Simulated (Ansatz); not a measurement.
# W chain started as a strip of triangles: period, moment and channels by functional

Aim: how far do the period, the moment and the conductance of the W chain started as a strip of triangles depend on the functional, the datasets and spin-orbit coupling, and at what cost?

Method: DFT PBE, plane waves, PAW; relaxation of a chain's period, in the first sound run; inputs show where later runs differ, in Ansatz 0.2.0.

This is a report of a sequence of runs, with most program output left out.

## Step 1: The structure

The cell holds 2 atoms: 2 W. Cell: a = 9.000 Å, b = 7.500 Å, c = 3.170 Å, α = 90.0°, β = 90.0°, γ = 90.0°. Vacuum lies along a and b. The structure's axis is c.

## Step 2: The relaxed wire, level PBE, cutoff 420 eV

Band widths follow the bond lengths, so the chain is relaxed first. The atoms and the third cell vector are free; the box across stays fixed as vacuum. Moments are seeded so that a magnetic state can form if it lies lower. A Fermi-Dirac smearing is set since the result may be a metal. The pressure printed is a third of the stress's trace over the whole box, vacuum included; only the stress along the axis is relaxed.

input.yaml

```yaml
crystal:
  lattice:
    - [9.0, 0.0, 0.0]
    - [0.0, 7.5, 0.0]
    - [0.0, 0.0, 3.17034]
  atoms:
    - { symbol: W, position: [0.34952, 0.5, 0.0], spin: 2.0 }
    - { symbol: W, position: [0.65048, 0.5, 0.5], spin: 2.0 }
magnetization:
  spin_polarized: true
kpoints:
  mp_grid: { grid: [1, 1, 26] }
scf:
  occupations: { method: fermi_dirac, width: 0.05 }
hamiltonian:
  xc: pbe
relax:
  cell: { fix: [a, b, alpha, beta, gamma] }
  max_steps: 60
```

On the command line:

```console
> ansatz run input.yaml --threads 4 --pin off --max-ram 8192MiB --backend cpu --events-out ev --progress --plain --runs-dir out
```

Run time: 23 s. Hardware: 4 threads of Arm Neoverse V2, shared host; peak memory 0.53 GiB.

Step by step:

```tsv
step	energy less that of the first step (eV)	largest force component (eV/Å)	pressure (GPa)	volume (Å³)
1	0.0000	3.6669	-6.09	214.00
2	-1.9249	4.2058	-5.90	208.49
3	-4.2257	4.5099	-3.79	204.66
4	-3.9825	7.9076	5.53	201.63
5	-4.6967	1.5143	-1.38	203.42
6	-4.7385	0.1983	0.11	198.83
7	-4.7443	0.0552	-0.04	200.83
8	-4.7444	0.0016	-0.02	200.98
9*	-4.7438	0.0016	-0.02	200.98
```

Relaxation steps marked * repeat the geometry before them on a plane-wave basis chosen anew for their cell, so energy and pressure can jump there. Relaxation step 4 was tried and not accepted.

The run keeps the 8 symmetry operations that it works with, so distortions that break them were not tested.

```tsv
cell as run	before	after	change
c (Å)	3.170	2.977	-6.1 %
```

The atoms that moved most (Å, along periodic axes as changes of fractional coordinates times the final cell, across vacuum about the mean position):

```tsv
atom	dx	dy	dz	length
W1	0.479	0.000	0.000	0.479
W2	-0.479	0.000	0.000	0.479
```

The relaxed structure:

```xyz
2
Lattice="9.0000 0.0000 0.0000 0.0000 7.5000 0.0000 0.0000 0.0000 2.9775" Properties=species:S:1:pos:R:3
W     3.6242    3.7500    0.0000
W     5.3758    3.7500    1.4887
```

This step gave:

| Quantity | Value |
| --- | --- |
| energy at zero smearing | -20762.0541 eV |
| cell length along the wire | 2.977 Å |

The cell's length comes to 2.977 Å with no moment.

## Step 3: The perfect wire, level PBE, cutoff 420 eV

This step: DFT PBE, plane waves, PAW; channels and complex bands of a perfect chain (Ansatz 0.2.0).

At the relaxed period the Bloch states of the perfect chain are found at each energy: those that move forward count the open channels, and those that decay describe how a disturbance dies away inside the wire itself. An energy step of 0.035 eV is under the 0.039 eV that the program asks for its thermal average at 300 K.

input.yaml

```yaml
crystal:
  lattice:
    - [9.0, 0.0, 0.0]
    - [0.0, 7.5, 0.0]
    - [0.0, 0.0, 2.9774650836]
  atoms:
    - { symbol: W, position: [0.402689519, 0.5, 0.0] }
    - { symbol: W, position: [0.597310481, 0.5, 0.5] }
kpoints:
  mp_grid: { grid: [1, 1, 27] }
  band_path: { path: ["Γ", Z], npoints: 60 }
scf:
  occupations: { method: fermi_dirac, width: 0.05 }
hamiltonian:
  xc: pbe
output:
  transmission:
    e_range: [-2, 2]
    de: 0.035
    kmesh: [1, 1]
    reduced_basis: true
    leads: [[0, 0]]
  dos: { projected: true, e_range: [-6, 4] }
  write_potential: true
  write_density: true
  volumetric_format: npy
  elf: true
```

The job ended after 26 s (4 threads; peak memory 0.66 GiB; 92 s of CPU time).

Numbers from this step:

| Item | Value |
| --- | --- |
| energy at zero smearing | -20762.0516 eV |
| channels at the energy nearest the Fermi level, one spin | 4 |
| conductance of the lead as this run defines it | 3.916 G₀ |
| band gap | 0 eV |

The open channels of the lead, one spin by energy, zero at the Fermi level:

```tsv
energy (eV)	open channels of the lead, one spin
-2.000	3
-1.895	3
-1.790	2
-1.685	3
-1.615	3
-1.510	3
-1.405	3
-1.300	3
-1.195	3
-1.090	3
-0.985	3
-0.915	3
-0.810	3
-0.705	3
-0.600	3
-0.495	4
-0.390	4
-0.285	4
-0.215	4
-0.110	4
-0.005	4
0.100	2
0.205	2
0.310	2
0.415	2
0.485	2
0.590	1
0.695	2
0.800	4
0.905	6
1.010	2
1.115	5
1.185	5
1.290	5
1.395	4
1.500	5
1.605	5
1.710	5
1.815	3
1.885	3
```

The slowest values at each energy, most degenerate partners merged, listed up to 1.5 1/Å. Im kz of the slowest decaying states against energy, zero at the Fermi level:

```tsv
energy (eV)	decay 1 (Å⁻¹)	decay 2 (Å⁻¹)	decay 3 (Å⁻¹)	decay 4 (Å⁻¹)
-2.0000	0.0611	0.192	0.309	0.342
-1.7550	0.0738	0.0891	0.123	0.424
-1.5100	0.139	0.148	0.467	0.826
-1.2650	0.154	0.159	0.485	0.786
-0.9850	0.144	0.153	0.490	0.737
-0.7400	0.120	0.147	0.484	0.691
-0.4950	0.182	0.471	0.643	0.789
-0.2500	0.192	0.450	0.591	0.739
-0.0050	0.187	0.422	0.533	0.685
0.2400	0.0778	0.168	0.384	0.469
0.4850	0.106	0.130	0.333	0.395
0.7650	0.0809	0.245	0.287	0.466
1.0100	0.0577	0.0662	0.133	0.136
1.2550	0.148	0.235	0.263	0.828
1.5000	0.180	0.187	0.340	0.790
1.7450	0.0107	0.213	0.262	0.398
```

Electronic bands along the path, in eV, zero at the Fermi level:

```tsv
point	band 11	band 12	band 13	band 14	band 15	band 16	band 17	band 18
Γ	-2.01	-1.82	-1.73	-0.51	0.52	0.69	1.08	1.35
halfway	-2.72	-2.26	-1.68	-1.08	0.77	1.04	1.34	2.15
Z	-2.44	-2.44	0.03	0.03	0.95	0.95	2.10	2.10
```

Valence density in the ca plane at fractional y = 0.500, with atoms of W within 0.2 Å of it. It is the smooth field of the valence electrons, not physical close to the nuclei.

Ten even steps from '_' (0.0 e/Å³) to '@' (5.3 e/Å³), each cell a mean:
```
______________________________
______________________________
______________________________
______________________________
______________________________
______________________________
______________________________
________..::========::..______
______..--##@@@@@@@@##--..____
____..::==%%@@%%%%@@%%==::..__
__......--**%%%%%%%%**--......
::::....::::--------::::....::
****++--::............::--++**
%%@@@@**--..________..--**@@@@
%%@@@@**--..________..--**@@@@
%%##**--..____________..--**##
::....____________________....
______________________________
______________________________
______________________________
______________________________
______________________________
______________________________
______________________________
```
Columns run along c (3.0 Å), rows up along a (9.0 Å). Atoms in or near the plane, at fractional coordinates: W at (0.00, 0.40), W at (0.50, 0.60).

ELF in the ca plane at fractional y = 0.500, with atoms of W within 0.2 Å of it. It is the smooth field of the valence electrons, not physical close to the nuclei.

Ten even steps from '_' (0.00) to '@' (0.74), each cell a mean:
```
______________________________
______________________________
..............................
::::::::::::::::::::::::::::::
----------::::::::::::--------
========----::::::::----======
++====--------------------====
====----++##%%%%%%%%##++----==
==--::==%%@@%%++++%%@@%%==::--
++==--==%%@@++....++@@%%==--==
****++==**%%%%****%%%%**==++**
++++++++++************++++++++
######**++++++++++++++++**####
::==%%%%**--==****==--**%%%%==
..--%%@@**----====----**@@%%--
%%@@@@%%++----====----++%%@@@@
****++==----==++++==----==++**
::::------====++++====------::
::::::------========------::::
::::::::::::::::::::::::::::::
..............................
______________________________
______________________________
______________________________
```
Columns run along c (3.0 Å), rows up along a (9.0 Å). Atoms in or near the plane, at fractional coordinates: W at (0.00, 0.40), W at (0.50, 0.60).

Electrostatic potential energy in the ca plane at fractional y = 0.500, with atoms of W within 0.2 Å of it. With pseudopotentials it is smooth inside the atoms' cores, unlike the true potential.

Ten even steps from '0' (-66 eV) to '9' (4 eV), each cell a mean:
```
999999999999999
999999999999999
999999999999999
999999999999999
999999999999999
999999999999999
999988877888999
999875433457899
998642000024689
998631000013689
888752100125788
667776544567776
223578888887532
000257899875200
000257899875200
113468999986431
667889999998876
889999999999998
999999999999999
999999999999999
999999999999999
999999999999999
999999999999999
999999999999999
```
Columns run along c (3.0 Å; values clipped at the 3rd and 97th percentile), rows up along a (9.0 Å). Atoms in or near the plane, at fractional coordinates: W at (0.00, 0.40), W at (0.50, 0.60).

By hand: the program gives 4.4952 × 10^14 S/m² over the cell's cross-section of 67.50 Å² = 6.750 × 10^-19 m², so one cell conducts 3.034 × 10^-4 S. Divided by G0 = 2e²/h = 7.748 × 10^-5 S this is 3.92 G0, a resistance of 3.30 kΩ.

At the computed energy nearest the Fermi level there are 4 channels a spin, and the thermal average gives 3.92 G₀.

## Step 4: Relaxation of atoms and period

This step: DFT RPBE, plane waves, PAW; relaxation of a chain's period (Ansatz 0.2.0).

The relaxation is repeated under another functional. RPBE strengthens the exchange enhancement and tends to longer, weaker bonds than PBE.

input.yaml

```yaml
crystal:
  lattice:
    - [9.0, 0.0, 0.0]
    - [0.0, 7.5, 0.0]
    - [0.0, 0.0, 3.17034]
  atoms:
    - { symbol: W, position: [0.34952, 0.5, 0.0], spin: 2.0 }
    - { symbol: W, position: [0.65048, 0.5, 0.5], spin: 2.0 }
magnetization:
  spin_polarized: true
kpoints:
  mp_grid: { grid: [1, 1, 26] }
scf:
  occupations: { method: fermi_dirac, width: 0.05 }
hamiltonian:
  xc: rpbe
relax:
  cell: { fix: [a, b, alpha, beta, gamma] }
  max_steps: 60
```

It took 30 s on 4 threads; peak memory 0.54 GiB; 1.8 min of CPU time.

Relaxation path:

```tsv
step	energy less that of the first step (eV)	largest force component (eV/Å)	pressure (GPa)	volume (Å³)
1	0.0000	1.8378	-3.30	214.00
2	-1.9091	3.6327	-5.11	205.40
3	-3.9172	3.7778	-2.65	200.25
4	-3.2136	9.4863	7.19	198.84
5	-4.2215	1.4047	-0.80	200.53
6	-4.2587	0.1423	-0.29	204.15
7	-4.2614	0.1239	-0.12	202.70
8	-4.2617	0.0033	-0.01	202.57
9*	-4.2610	0.0032	-0.01	202.57
```

Relaxation steps marked * repeat the geometry before them on a plane-wave basis chosen anew for their cell, so energy and pressure can jump there. Relaxation step 4 was tried and not accepted.

Forces are held to the 8 operations that the run works with; a distortion that breaks them can't arise in this run.

```tsv
cell as run	before	after	change
c (Å)	3.170	3.001	-5.3 %
```

The atoms that moved most (Å, along periodic axes as changes of fractional coordinates times the final cell, across vacuum about the mean position):

```tsv
atom	dx	dy	dz	length
W1	0.479	0.000	0.000	0.479
W2	-0.479	0.000	0.000	0.479
```

The relaxed structure:

```cif
data_structure
_symmetry_space_group_name_H-M 'P 1'
_symmetry_Int_Tables_number 1
_cell_length_a 9.0000
_cell_length_b 7.5000
_cell_length_c 3.0010
_cell_angle_alpha 90.000
_cell_angle_beta 90.000
_cell_angle_gamma 90.000
_cell_volume 202.57
loop_
_atom_site_label
_atom_site_type_symbol
_atom_site_fract_x
_atom_site_fract_y
_atom_site_fract_z
_atom_site_occupancy
W1 W 0.40269 0.50000 0.00000 1
W2 W 0.59731 0.50000 0.50000 1
```

The cell's length comes to 3.001 Å, +0.8 % against the first run, with no moment.

## Step 5: The wire at its relaxed period, level RPBE, cutoff 420 eV

This step: DFT RPBE, plane waves, PAW; channels and complex bands of a perfect chain (Ansatz 0.2.0).

The channels are counted again under RPBE, at the period that it gave.

input.yaml

```yaml
crystal:
  lattice:
    - [9.0, 0.0, 0.0]
    - [0.0, 7.5, 0.0]
    - [0.0, 0.0, 3.0010180498]
  atoms:
    - { symbol: W, position: [0.402694531, 0.5, 0.0] }
    - { symbol: W, position: [0.597305469, 0.5, 0.5] }
kpoints:
  mp_grid: { grid: [1, 1, 27] }
  band_path: { path: ["Γ", Z], npoints: 60 }
scf:
  occupations: { method: fermi_dirac, width: 0.05 }
hamiltonian:
  xc: rpbe
output:
  transmission:
    e_range: [-2, 2]
    de: 0.035
    kmesh: [1, 1]
    reduced_basis: true
    leads: [[0, 0]]
  dos: { projected: true, e_range: [-6, 4] }
```

Wall time 28 s (4 threads); peak memory 0.7 GiB.

Open channels of the lead, one spin against energy, zero at the Fermi level:

```tsv
energy (eV)	open channels of the lead, one spin
-2.00	4
-1.90	3
-1.79	2
-1.69	2
-1.58	3
-1.48	3
-1.37	3
-1.23	3
-1.12	3
-1.02	3
-0.92	3
-0.81	3
-0.70	3
-0.60	3
-0.49	3
-0.39	4
-0.28	4
-0.18	4
-0.07	4
-0.01	4
0.07	2
0.17	2
0.28	2
0.38	2
0.48	2
0.59	1
0.69	1
0.80	4
0.91	6
1.01	2
1.11	5
1.22	5
1.36	5
1.47	5
1.57	5
1.68	5
1.78	3
1.89	3
1.99	5
```

At the computed energy nearest the Fermi level there are 4 channels a spin, and the thermal average gives 3.85 G₀.

## Step 6: Relaxing the period

This step: DFT PBEsol, plane waves, PAW; relaxation of a chain's period (Ansatz 0.2.0).

The relaxation is repeated under another functional. PBEsol weakens PBE's gradient terms and usually lands between LDA and PBE.

input.yaml

```yaml
crystal:
  lattice:
    - [9.0, 0.0, 0.0]
    - [0.0, 7.5, 0.0]
    - [0.0, 0.0, 3.17034]
  atoms:
    - { symbol: W, position: [0.34952, 0.5, 0.0], spin: 2.0 }
    - { symbol: W, position: [0.65048, 0.5, 0.5], spin: 2.0 }
magnetization:
  spin_polarized: true
kpoints:
  mp_grid: { grid: [1, 1, 26] }
scf:
  occupations: { method: fermi_dirac, width: 0.05 }
hamiltonian:
  xc: pbesol
relax:
  cell: { fix: [a, b, alpha, beta, gamma] }
  max_steps: 60
```

It took 23 s on 4 threads; peak memory 0.53 GiB; 87 s of CPU time.

The steps of the relaxation:

```tsv
step	energy less that of the first step (eV)	largest force component (eV/Å)	pressure (GPa)	volume (Å³)
1	0.0000	3.8284	-6.43	214.00
2	-2.1100	4.5745	-6.41	208.32
3	-4.6515	4.9337	-4.35	204.53
4	-4.5706	7.6052	5.07	201.42
5	-5.2298	1.6831	-1.35	199.43
6	-5.2673	0.9037	0.57	198.95
7	-5.2793	0.0116	0.00	198.32
8	-5.2794	0.0003	-0.02	198.53
9*	-5.2788	0.0003	-0.02	198.53
```

Relaxation steps marked * repeat the geometry before them on a plane-wave basis chosen anew for their cell, so energy and pressure can jump there. Relaxation step 4 was tried and not accepted.

The run keeps the 8 symmetry operations that it works with, so distortions that break them were not tested.

```tsv
cell as run	before	after	change
c (Å)	3.170	2.941	-7.2 %
```

The atoms that moved most (Å, along periodic axes as changes of fractional coordinates times the final cell, across vacuum about the mean position):

```tsv
atom	dx	dy	dz	length
W1	0.483	0.000	0.000	0.483
W2	-0.483	0.000	0.000	0.483
```

The relaxed structure:

```cif
data_structure
_symmetry_space_group_name_H-M 'P 1'
_symmetry_Int_Tables_number 1
_cell_length_a 9.0000
_cell_length_b 7.5000
_cell_length_c 2.9412
_cell_angle_alpha 90.000
_cell_angle_beta 90.000
_cell_angle_gamma 90.000
_cell_volume 198.53
loop_
_atom_site_label
_atom_site_type_symbol
_atom_site_fract_x
_atom_site_fract_y
_atom_site_fract_z
_atom_site_occupancy
W1 W 0.40324 0.50000 0.00000 1
W2 W 0.59676 0.50000 0.50000 1
```

The cell's length comes to 2.941 Å, -1.2 % against the first run, with no moment.

The cell shrank by 7.2 % in its periodic edges. First to last step the energy falls by 5.279 eV, across changes of basis; the largest move, 0.48 Å, is that of W1 and 1 other atom alike.

## Step 7: The wire at its relaxed period, level PBEsol, cutoff 420 eV

This step: DFT PBEsol, plane waves, PAW; channels and complex bands of a perfect chain (Ansatz 0.2.0).

The channels are counted again under PBEsol, at the period that it gave.

input.yaml

```yaml
crystal:
  lattice:
    - [9.0, 0.0, 0.0]
    - [0.0, 7.5, 0.0]
    - [0.0, 0.0, 2.9412235851]
  atoms:
    - { symbol: W, position: [0.4032369, 0.5, 0.0] }
    - { symbol: W, position: [0.5967631, 0.5, 0.5] }
kpoints:
  mp_grid: { grid: [1, 1, 28] }
  band_path: { path: ["Γ", Z], npoints: 60 }
scf:
  occupations: { method: fermi_dirac, width: 0.05 }
hamiltonian:
  xc: pbesol
output:
  transmission:
    e_range: [-2, 2]
    de: 0.035
    kmesh: [1, 1]
    reduced_basis: true
    leads: [[0, 0]]
  dos: { projected: true, e_range: [-6, 4] }
```

Elapsed: 26 s, on 4 threads; peak memory 0.67 GiB; 91 s of CPU time.

Table of open channels of the lead, one spin by energy, zero at the Fermi level:

```tsv
energy (eV)	open channels of the lead, one spin
-2.000	3
-1.790	3
-1.615	3
-1.405	3
-1.195	3
-0.985	3
-0.810	3
-0.600	3
-0.390	4
-0.215	4
-0.005	4
0.205	2
0.415	2
0.590	1
0.800	4
1.010	6
1.185	5
1.395	4
1.605	5
1.815	3
```

At the computed energy nearest the Fermi level there are 4 channels a spin, and the thermal average gives 3.96 G₀.

## Step 8: The relaxed wire, cutoff 500 eV

This step: DFT r2SCAN, plane waves, PAW; relaxation of a chain's period (Ansatz 0.2.0).

The relaxation is repeated under another functional. r2SCAN also reads the kinetic-energy density; it often gives larger moments and wider gaps than PBE, at a higher cost. Against the first PBE run of this kind, the cutoff is 500 eV against 420.

input.yaml

```yaml
crystal:
  lattice:
    - [9.0, 0.0, 0.0]
    - [0.0, 7.5, 0.0]
    - [0.0, 0.0, 3.17034]
  atoms:
    - { symbol: W, position: [0.34952, 0.5, 0.0], spin: 2.0 }
    - { symbol: W, position: [0.65048, 0.5, 0.5], spin: 2.0 }
magnetization:
  spin_polarized: true
kpoints:
  mp_grid: { grid: [1, 1, 26] }
scf:
  occupations: { method: fermi_dirac, width: 0.05 }
hamiltonian:
  xc: r2scan
relax:
  cell: { fix: [a, b, alpha, beta, gamma] }
  max_steps: 60
```

The job ended after 1.8 min (4 threads; peak memory 1 GiB).

Step by step:

```tsv
step	energy less that of the first step (eV)	largest force component (eV/Å)	pressure (GPa)	volume (Å³)
1	0.0000	1.9898	-3.68	214.00
2	-1.6307	3.9660	-5.69	205.54
3	-3.5508	4.7835	-3.73	200.40
4	-3.3200	8.0469	5.93	199.45
5	-4.0417	1.4934	-1.36	202.55
6	-4.0741	0.7214	0.66	199.07
7	-4.0837	0.0399	-0.09	200.71
8	-4.0838	0.0016	-0.04	200.49
9*	-4.0828	0.0017	-0.04	200.49
```

Relaxation steps marked * repeat the geometry before them on a plane-wave basis chosen anew for their cell, so energy and pressure can jump there. Relaxation step 4 was tried and not accepted.

The run keeps the 8 symmetry operations that it works with, so distortions that break them were not tested.

```tsv
cell as run	before	after	change
c (Å)	3.170	2.970	-6.3 %
```

The atoms that moved most (Å, along periodic axes as changes of fractional coordinates times the final cell, across vacuum about the mean position):

```tsv
atom	dx	dy	dz	length
W1	0.492	0.000	0.000	0.492
W2	-0.492	0.000	0.000	0.492
```

Final coordinates:

```
W
1.0
     9.00000    0.00000    0.00000
     0.00000    7.50000    0.00000
     0.00000    0.00000    2.97025
W
2
Direct
  0.40418 0.50000 0.00000
  0.59582 0.50000 0.50000
```

The cell's length comes to 2.970 Å, -0.2 % against the first run, with no moment.

The cell shrank by 6.3 % in its periodic edges. First to last step the energy falls by 4.083 eV, across changes of basis; the largest move, 0.49 Å, is that of W1 and 1 other atom alike.

## Step 9: The wire at its relaxed period, level r2SCAN, cutoff 500 eV

This step: DFT r2SCAN, plane waves, PAW; channels and complex bands of a perfect chain (Ansatz 0.2.0).

The channels are counted again under r2SCAN, at the period that it gave. Its window is narrower, to save time.

input.yaml

```yaml
crystal:
  lattice:
    - [9.0, 0.0, 0.0]
    - [0.0, 7.5, 0.0]
    - [0.0, 0.0, 2.9702485259]
  atoms:
    - { symbol: W, position: [0.404184031, 0.5, 0.0] }
    - { symbol: W, position: [0.595815969, 0.5, 0.5] }
kpoints:
  mp_grid: { grid: [1, 1, 27] }
  band_path: { path: ["Γ", Z], npoints: 60 }
scf:
  occupations: { method: fermi_dirac, width: 0.05 }
hamiltonian:
  xc: r2scan
output:
  transmission:
    e_range: [-0.7, 0.7]
    de: 0.035
    kmesh: [1, 1]
    reduced_basis: true
    leads: [[0, 0]]
  dos: { projected: true, e_range: [-6, 4] }
```

It took 21 s on 4 threads; peak memory 1 GiB; 76 s of CPU time.

At the computed energy nearest the Fermi level there are 4 channels a spin, and the thermal average gives 3.85 G₀.

(Continued in part 2 of 2.)

[Logs are printed without paths, hosts, clocks, repeated set-up lines and the standing remarks that a program may print on its own settings, such as how far it seeks lower states.]

[Hosts, paths, dates, database ids (printed as entryN), source tags and the programs' standing remarks are cut or masked in the printed files.]
